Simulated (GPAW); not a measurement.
# Ti K-edge XANES of TiSe (Pnma)

How does the Ti K edge of TiSe (Pnma) move when the bonds are compressed or stretched?

Method: X-ray absorption from dipole matrix elements to empty bands, plane-wave PAW LDA, in GPAW 26.7.0.

### 1. The starting structure

Symmetry: Pnma, No. 62, orthorhombic system. Conventional cell: a = 6.462 Å, b = 3.494 Å, c = 6.222 Å, α = 90.00°, β = 90.00°, γ = 90.00°. Se has 6 Ti at 2.52 to 2.78 Å nearest. Nearest to Ti lie 6 Se at 2.52 to 2.78 Å. Farther neighbours and most contacts between anions are not listed.

Coordinates:

```cif
data_structure
_symmetry_space_group_name_H-M 'Pnma'
_symmetry_Int_Tables_number 62
_cell_length_a 6.4620
_cell_length_b 3.4940
_cell_length_c 6.2220
_cell_angle_alpha 90.000
_cell_angle_beta 90.000
_cell_angle_gamma 90.000
_cell_volume 140.48
loop_
_atom_site_label
_atom_site_type_symbol
_atom_site_symmetry_multiplicity
_atom_site_Wyckoff_symbol
_atom_site_fract_x
_atom_site_fract_y
_atom_site_fract_z
_atom_site_occupancy
Se1 Se 4 c 0.78000 0.75000 0.58000 1
Ti1 Ti 4 c 0.99000 0.75000 0.19000 1
```

### 2. The field without a hole

The ground state comes first: it tells whether the system has a gap, which decides how the excited electron is treated.

The input, scf.py:

```python
import numpy as np
from ase import Atoms
from ase.parallel import parprint, paropen
from gpaw import GPAW, PW, FermiDirac, Mixer, MixerDif, setup_paths
from gpaw.test import gen
setup_paths.insert(0, '.')
gen('Ti', name='nch1s', xcname='LDA', corehole=(1, 0, 0), write_xml=True)
from gpaw.mpi import world
world.barrier()

atoms = Atoms('Se4Ti4',
    cell=[[6.462, 0, 0],
     [0, 3.494, 0],
     [0, 0, 6.222]],
    scaled_positions=[[0.78, 0.75, 0.58],
     [0.72, 0.25, 0.08],
     [0.28, 0.75, 0.92],
     [0.22, 0.25, 0.42],
     [0.99, 0.75, 0.19],
     [0.51, 0.25, 0.69],
     [0.49, 0.75, 0.31],
     [0.01, 0.25, 0.81]],
    pbc=True)
atoms.calc = calc = GPAW(legacy_gpaw=True, mode=PW(430), xc='LDA', setups={4: 'nch1s'},
    kpts={'size': (4, 7, 4), 'gamma': True}, occupations=FermiDirac(0.05),
    charge=0, mixer=Mixer(0.1, 5, 50), maxiter=150,
    convergence={'density': 0.0001}, txt='scf.txt')
energy = atoms.get_potential_energy() + calc.get_reference_energy()
ef = calc.get_fermi_level()
out = dict(energy=energy, fermi=ef, forces=atoms.get_forces().tolist())
parprint(f'all-electron energy {energy:.4f} eV, Fermi level {ef:.4f} eV')
ev = np.array([[calc.get_eigenvalues(k, s) for k in range(len(calc.get_ibz_k_points()))] for s in range(calc.get_number_of_spins())])
out['homo'], out['lumo'], out['counts'] = ev[ev < ef].max(), ev[ev > ef].min(), sorted(set((ev < ef).sum((0, 2)).tolist()))
out['filled'] = (ev[:, 0] < ef).sum(1).tolist()
import json
with paropen('out.json', 'w') as f:
    json.dump(out, f)
```

On the command line:

```console
> OMP_NUM_THREADS=1 mpirun -n 2 gpaw python scf.py
```

Numbers of over 12 decimals in the logs are rounded to 6 here.

Output:

```text
Input parameters:
  convergence: {density: 0.0001}
  kpts: {gamma: True,
         size: (4, 7, 4)}
  maxiter: 150
  mixer: {backend: pulay,
          beta: 0.1,
          method: separate,
          nmaxold: 5,
          weight: 50}
  mode: {ecut: 430.0,
         name: pw}
  occupations: {fixmagmom: False,
                name: fermi-dirac,
                width: 0.05}
  setups: {4: nch1s}

Initialize ...

[... PAW data sets ...]

Reference energy: -356764.490793  # eV

Spin-paired calculation

[... convergence settings ...]
Symmetries present (total): 1
  [... symmetry matrices ...]

112 k-points: 4 x 7 x 4 Monkhorst-Pack grid + [1/8,0.000000,1/8]
58 k-points in the irreducible part of the Brillouin zone
       k-points in crystal coordinates                weights
   0:     0.00000000    0.00000000    0.00000000          1/112
   1:     0.00000000    0.00000000    0.25000000          2/112
   2:     0.00000000    0.00000000    0.50000000          1/112
   3:     0.00000000    0.14285714   -0.25000000          2/112
   4:     0.00000000    0.14285714    0.00000000          2/112
   5:     0.00000000    0.14285714    0.25000000          2/112
   6:     0.00000000    0.14285714    0.50000000          2/112
   7:     0.00000000    0.28571429   -0.25000000          2/112
   8:     0.00000000    0.28571429    0.00000000          2/112
   9:     0.00000000    0.28571429    0.25000000          2/112
          ...
  57:     0.50000000    0.42857143    0.50000000          2/112

Wave functions: Plane wave expansion
  Cutoff energy: 430.000 eV
  Number of coefficients (min, max): 2810, 2872
  Pulay-stress correction: 0.000000 eV/Ang^3 (de/decut=0.000000)
  Using FFTW library
  Wavefunction extrapolation:
    Improved wavefunction reuse through dual PAW basis

Occupation numbers: Fermi-Dirac:
  width: 0.0500  # eV

Eigensolver
   Davidson(niter=2)

Densities:
  Coarse grid: 32*18*30 grid
  Fine grid: 64*36*60 grid
  Total Charge: 0.000000

Density mixing:
  Method: separate
  Backend: pulay
  Linear mixing parameter: 0.1
  old densities: 5
  Width of damping distribution: 1.1
  Damping of long wavelength oscillations: 50

[... Hamiltonian set-up ...]
Number of atoms: 8
Number of atomic orbitals: 68
Number of bands in calculation: 48
Number of valence electrons: 72
Bands to converge: occupied

... initialized

Initializing position-dependent things.

Density initialized from atomic densities
Creating initial wave functions:
  48 bands from LCAO basis set

Positions:
   0 Se     5.040360    2.620500    3.608760    ( 0.0000,  0.0000,  0.0000)
   1 Se     4.652640    0.873500    0.497760    ( 0.0000,  0.0000,  0.0000)
   2 Se     1.809360    2.620500    5.724240    ( 0.0000,  0.0000,  0.0000)
   3 Se     1.421640    0.873500    2.613240    ( 0.0000,  0.0000,  0.0000)
   4 Ti     6.397380    2.620500    1.182180    ( 0.0000,  0.0000,  0.0000)
   5 Ti     3.295620    0.873500    4.293180    ( 0.0000,  0.0000,  0.0000)
   6 Ti     3.166380    2.620500    1.928820    ( 0.0000,  0.0000,  0.0000)
   7 Ti     0.064620    0.873500    5.039820    ( 0.0000,  0.0000,  0.0000)

Unit cell:
           periodic     x           y           z      points  spacing
  1. axis:    yes    6.462000    0.000000    0.000000    32     0.2019
  2. axis:    yes    0.000000    3.494000    0.000000    18     0.1941
  3. axis:    yes    0.000000    0.000000    6.222000    30     0.2074

  Lengths:   6.462000   3.494000   6.222000
  Angles:   90.000000  90.000000  90.000000

Effective grid spacing dv^(1/3) = 0.2011

iter:   1   -56.670285
iter:   2   -56.562562   -1.03  -1.36
iter:   3   -56.182569   -1.57  -1.41
iter:   4   -56.125610   -1.48  -1.61
iter:   5   -56.107207   -2.39  -1.90
iter:   6   -56.105004c  -3.28  -2.65
iter:   7   -56.105245c  -2.89  -2.73
iter:   8   -56.102957c  -4.06  -2.92
iter:   9   -56.104164c  -3.15  -2.98
iter:  10   -56.102830c  -3.67  -3.00
iter:  11   -56.102806c  -4.53  -3.53
iter:  12   -56.102629c  -4.95  -3.49
iter:  13   -56.102619c  -4.90  -3.58
iter:  14   -56.102616c  -6.03  -3.60
iter:  15   -56.102634c  -5.34  -3.68
iter:  16   -56.102620c  -5.00  -3.93
iter:  17   -56.102615c  -6.46  -3.83
iter:  18   -56.102614c  -5.73  -4.00c
iter:  19   -56.102616c  -6.32  -4.41c
iter:  20   -56.102612c  -6.87  -4.53c
iter:  21   -56.102612c  -7.39  -4.56c
iter:  22   -56.102612c  -7.46c -4.66c

Converged after 22 iterations.

Dipole moment: (0.000000, 0.000003, -0.000006) |e|*Ang

Energy contributions relative to reference atoms: (reference = -356764.490793)

Kinetic:        +58.848883
Potential:      -53.758631
External:        +0.000000
XC:             -60.730399
Entropy (-ST):   -0.037066
Local:           -0.443932
SIC:             +0.000000
--------------------------
Free energy:    -56.121146
Extrapolated:   -56.102612

Showing only first 2 kpts
 Kpt  Band  Eigenvalues  Occupancy
  0    34      8.97743    1.99932
  0    35      9.05418    1.99685
  0    36      9.41175    0.66343
  0    37      9.81553    0.00031

  1    34      9.03245    1.99796
  1    35      9.13457    1.98436
  1    36      9.63213    0.01202
  1    37      9.71000    0.00255

Fermi level: 9.37673

No gap
No difference between direct/indirect transitions

Forces in eV/Ang:
  0 Se    0.21789    0.00000   -0.00092
  1 Se   -0.21798    0.00000   -0.00096
  2 Se    0.21798   -0.00000    0.00094
  3 Se   -0.21790   -0.00000    0.00093
  4 Ti    0.24040    0.00000    0.33362
  5 Ti   -0.24041   -0.00000    0.33366
  6 Ti    0.24041   -0.00000   -0.33364
  7 Ti   -0.24040    0.00000   -0.33365
Scalar-relativistic atomic LDA calculation for Ti (Titanium, Z=22)
Core hole in 1s state (1s occupation: 2.0)
600 radial gridpoints.
|------------------------------------------------|
|------------------------------------------------|
[... the atom generator's iteration count ...]

Energy contributions:
-------------------------
Kinetic:     +858.169401
XC:           -40.035523
Potential:  -1669.760805
-------------------------
Total:       -851.626927

state      eigenvalue         ekin         rmax
-----------------------------------------------
1s^2.0 :  -178.412898   235.142209        0.046
2s^2.0 :   -19.674824    40.676506        0.270
2p^6.0 :   -16.315972    39.591103        0.219
3s^2.0 :    -2.287902     8.427789        0.869
3p^6.0 :    -1.425558     7.161594        0.900
3d^2.0 :    -0.164024     3.704740        0.977
4s^2.0 :    -0.168799     0.875365        2.882
4p^0.0 :    -0.056429     0.465286        3.811
-----------------------------------------------
(units: Bohr and Hartree)

Generating PAW setup
Kinetic energy of the core from tauc = 793.509929
Cutoffs:
rc(s)=2.400
rc(p)=2.000
rc(d)=2.000
rc(vbar)=1.800
rc(comp)=2.300
rc(nct)=2.400

Kinetic energy of the core states: 789.184048
Charge: 0.0
Core electrons: 10.0
Valence electrons: 12.0
Pseudo-core charge: 0.000001
Shape function alpha=1.890
Pseudo-electron charge 6.382666
state    eigenvalue         norm
--------------------------------
3s(2) :    -2.287902     0.302066
4s(2) :    -0.168799     0.990650
3p(6) :    -1.425558     0.436626
4p(0) :    -0.056429     0.981035
3d(2) :    -0.164024     0.588737
*d    :     0.835976
--------------------------------

Diagonalizing with gridspacing h=0.050

state   all-electron     PAW
-------------------------------
3s:      -2.287902    -2.288205
3p:      -1.425558    -1.426242
3d:      -0.164024    -0.164519
*f:                    0.065395
-------------------------------
all-electron energy -356820.5934 eV, Fermi level 9.3767 eV
```

Elapsed: 2 min, on 2 MPI ranks of Arm Neoverse V1, shared host; peak memory 0.32 GiB.

The mesh shows no gap, so the system is treated as a metal and the core electron is put at the Fermi level (neutral cell).

### 3. Supercell without a hole, the energy reference

The photon energy needs a difference of total energies, so the cell and mesh of the coming hole run are first run without a hole.

scf.py, as its differences from that of step 2:

```diff
@@ -10,17 +10,25 @@
 
-atoms = Atoms('Se4Ti4',
-    cell=[[6.462, 0, 0],
-     [0, 3.494, 0],
-     [0, 0, 6.222]],
-    scaled_positions=[[0.78, 0.75, 0.58],
-     [0.72, 0.25, 0.08],
-     [0.28, 0.75, 0.92],
-     [0.22, 0.25, 0.42],
-     [0.99, 0.75, 0.19],
-     [0.51, 0.25, 0.69],
-     [0.49, 0.75, 0.31],
-     [0.01, 0.25, 0.81]],
+atoms = Atoms('Se8Ti8',
+    cell=[[0, 6.988, 0],
+     [0, -3.494, -6.222],
+     [-6.462, 3.494, 0]],
+    scaled_positions=[[0.475, 0.42, 0.22],
+     [0.975, 0.42, 0.22],
+     [0.445, 0.92, 0.28],
+     [0.945, 0.92, 0.28],
+     [0.055, 0.08, 0.72],
+     [0.555, 0.08, 0.72],
+     [0.025, 0.58, 0.78],
+     [0.525, 0.58, 0.78],
+     [0.775, 0.81, 0.01],
+     [0.275, 0.81, 0.01],
+     [0.035, 0.31, 0.49],
+     [0.535, 0.31, 0.49],
+     [0.465, 0.69, 0.51],
+     [0.965, 0.69, 0.51],
+     [0.725, 0.19, 0.99],
+     [0.225, 0.19, 0.99]],
     pbc=True)
-atoms.calc = calc = GPAW(legacy_gpaw=True, mode=PW(430), xc='LDA', setups={4: 'nch1s'},
-    kpts={'size': (4, 7, 4), 'gamma': True}, occupations=FermiDirac(0.05),
+atoms.calc = calc = GPAW(legacy_gpaw=True, mode=PW(430), xc='LDA', setups={8: 'nch1s'},
+    kpts={'size': (3, 3, 3), 'gamma': True}, occupations=FermiDirac(0.1),
     charge=0, mixer=Mixer(0.1, 5, 50), maxiter=150,
```

Output:

```text
Input parameters:
  convergence: {density: 0.0001}
  kpts: {gamma: True,
         size: (3, 3, 3)}
  maxiter: 150
  mixer: {backend: pulay,
          beta: 0.1,
          method: separate,
          nmaxold: 5,
          weight: 50}
  mode: {ecut: 430.0,
         name: pw}
  occupations: {fixmagmom: False,
                name: fermi-dirac,
                width: 0.1}
  setups: {8: nch1s}

Initialize ...

[...]
4s(2) :    -0.168799     0.990650
3p(6) :    -1.425558     0.436626
4p(0) :    -0.056429     0.981035
3d(2) :    -0.164024     0.588737
*d    :     0.835976
--------------------------------

Diagonalizing with gridspacing h=0.050

state   all-electron     PAW
-------------------------------
3s:      -2.287902    -2.288205
3p:      -1.425558    -1.426242
3d:      -0.164024    -0.164519
*f:                    0.065395
-------------------------------
all-electron energy -713641.2156 eV, Fermi level 9.3604 eV
[key lines of the parts left out:]
Converged after 25 iterations.
Dipole moment: (-0.000000, 0.000000, 0.000000) |e|*Ang
Free energy:   -112.384482
Fermi level: 9.36040
```

Wall time 3.5 min (2 MPI ranks); peak memory 0.4 GiB.

Reference energy: -713641.216 eV with the cores included.

(Part 1 of 3 ends here.)

[Banner, clock and machine lines of the logs are left out without a mark of their own.]

[Logs are printed without paths, hosts, clocks, repeated set-up lines and the standing remarks that a program may print on its own settings, such as how far it seeks lower states.]

[Hosts, paths, dates, database ids (printed as entryN), source tags and the programs' standing remarks are cut or masked in the printed files.]

[Lists of maxima count a maximum above −3 eV only where it reaches 4 % of the highest in the window and stands out from its surroundings by 2 % of it (1.5 % where it reaches 55 %); shoulders and weaker maxima are passed over, and of the rest the first, up to two pre-edge ones and the few strongest are named.]
